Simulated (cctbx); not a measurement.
**From intensities to atoms**

Cell a = 8.3800 Å, b = 8.3800 Å, c = 4.7570 Å, α = 90.00°, β = 90.00°, γ = 90.00°; space group P4/mbm (no. 127); content Mo4 Ga16.

Simulated single-crystal data (cctbx): synchrotron X-rays, λ = 0.4959 Å, to d = 0.84 Å, 95 % of the full sphere, strongest reflection 70000 counts, noise from counting, a 6 % proportional error and a noise floor of 2 counts (s.d.); no absorption, and some extinction, which the refinements don't model.

Charge flipping in P1 on normalised amplitudes to 0.84 Å, δ = 1.1 σ, 20 % of the reflections treated as weak, 150 cycles:

```text
cycle      R  skewness
    0  0.651     0.22
   12  0.551     1.09
   24  0.517     1.91
   36  0.448     2.59
   48  0.463     2.31
   60  0.463     2.42
   72  0.450     2.28
   84  0.458     2.41
   96  0.457     2.45
  108  0.471     2.38
  120  0.460     2.55
  132  0.457     2.43
  144  0.447     2.36
origin shift          correlation  skewness
 0.078  0.045  0.122      0.848      2.28
 0.471  0.044  0.115      0.816      1.88
 0.073  0.361  0.175      0.813      1.06
 0.309  0.544  0.166      0.810      2.77
taken: symmetry correlation 0.810, skewness 2.77
peak      x       y       z  mult  height/sigma
Q1    0.1835  0.3165  0.0000    4     10.5
Q2    0.0000  0.0000  0.1948    4      7.1
Q3    0.0328  0.8261  0.5000    8      6.6
Q4    0.0843  0.5843  0.5000    4      4.4
Q5    0.0584  0.0933  0.0000    8      2.8
Q6    0.0486  0.6934  0.0000    8      2.2
Q7    0.9951  0.1863  0.1100   16      2.1
Q8    0.0933  0.6984  0.5000    8      2.0
Q9    0.0137  0.3010  0.2711   16      1.8
```

The origin is taken among those within 0.04 of the best correlation, by the skewness of the map.

Run time: 0.38 s on 1 thread of Arm Neoverse V2 (shared host), peak memory 0.07 GiB.

Q: Assign the peaks.

Heights go roughly as Z and multiplicities must add up to the content. First model: Q1 = Mo1 (4 in the cell, height 10.5), Q2 = Ga1 (4 in the cell, height 7.1), Q3 = Ga2 (8 in the cell, height 6.6) and Q4 = Ga3 (4 in the cell, height 4.4). Against the true structure, Q1 is Mo, Q2 is Ga, Q3 is Ga and Q4 is Ga; the other peaks are not atoms.

Least squares on F², isotropic:

```text
Rint 0.046, 182 unique reflections to 0.85 A
cycle     R1     wR2    GooF  max shift (A)
   1  0.1978  0.5526  24.497   0.07632
   3  0.0106  0.0312   1.384   0.00000
final R1 0.0106 wR2 0.0312 GooF 1.384  parameters 9  data/parameter 20.2
atom        x        y        z      Ueq    occ   su(xyz)  su(Uiso or U11)
Mo1    0.18569  0.31431  0.00000   0.0109  1.000  0.00003  0.0002
Ga1    0.00000  0.00000  0.21030   0.0140  1.000  0.00010  0.0002
Ga2    0.03450  0.82658  0.50000   0.0106  1.000  0.00004  0.0002
Ga3    0.09074  0.59074  0.50000   0.0099  1.000  0.00004  0.0002
difference map: max 0.44 min -0.57 rms 0.11
Q1    0.0000  0.0000  0.4067    4    0.44  0.93 A from Ga1
Q2    0.0000  0.5000  0.1020    4    0.37  2.18 A from Ga3
Q3    0.2393  0.2607  0.0000    4    0.35  0.64 A from Mo1
Q4    0.1031  0.8849  0.2131   16    0.29  1.30 A from Ga1
Q5    0.0214  0.8234  0.3651   16    0.29  0.65 A from Ga2
```

Anisotropic refinement:

```text
Rint 0.046, 182 unique reflections to 0.85 A
cycle     R1     wR2    GooF  max shift (A)
   1  0.0106  0.0312   1.418   0.00064
   2  0.0090  0.0211   0.959   0.00000
final R1 0.0090 wR2 0.0211 GooF 0.959  parameters 17  data/parameter 10.7
atom        x        y        z      Ueq    occ   su(xyz)  su(Uiso or U11)
Mo1    0.18567  0.31433  0.00000   0.0110  1.000  0.00002  0.0001
Ga1    0.00000  0.00000  0.21031   0.0140  1.000  0.00007  0.0002
Ga2    0.03450  0.82658  0.50000   0.0106  1.000  0.00003  0.0001
Ga3    0.09079  0.59079  0.50000   0.0099  1.000  0.00003  0.0001
difference map: max 0.56 min -0.29 rms 0.10
Q1    0.0000  0.0000  0.3793    4    0.57  0.80 A from Ga1
Q2    0.0000  0.5000  0.0956    4    0.38  2.20 A from Ga3
Q3    0.0370  0.3498  0.4232   16    0.27  1.24 A from Ga3
Q4    0.1064  0.8855  0.2225   16    0.26  1.31 A from Ga1
Q5    0.9878  0.3118  0.1081   16    0.26  1.74 A from Mo1
Q6    0.1179  0.6179  0.2818    8    0.24  1.09 A from Ga3
```

**Reading.** The refinement ends at R1 = 0.0090, wR2 = 0.0211, GooF = 0.96, with difference density between -0.29 and 0.56 e/Å³. Every site matches the true model in element, within 0.001 Å r.m.s., up to an allowed shift of origin.

True model:

| atom | mult. | x | y | z | Ueq (Å²) |
| --- | --- | --- | --- | --- | --- |
| Mo1 | 4 | 0.8143 | 0.6857 | 0 | 0.0113 |
| Ga1 | 4 | 1/2 | 1/2 | 0.2103 | 0.0144 |
| Ga2 | 4 | 0.5908 | 0.9092 | 1/2 | 0.0104 |
| Ga3 | 8 | 0.5345 | 0.6735 | 1/2 | 0.0109 |

This is a model crystal, built by substitution and not relaxed, with assumed displacement parameters.

[Middle refinement cycles are left out of these outputs.]

[Logs are printed without paths, hosts, clocks, repeated set-up lines and the standing remarks that a program may print on its own settings, such as how far it seeks lower states.]
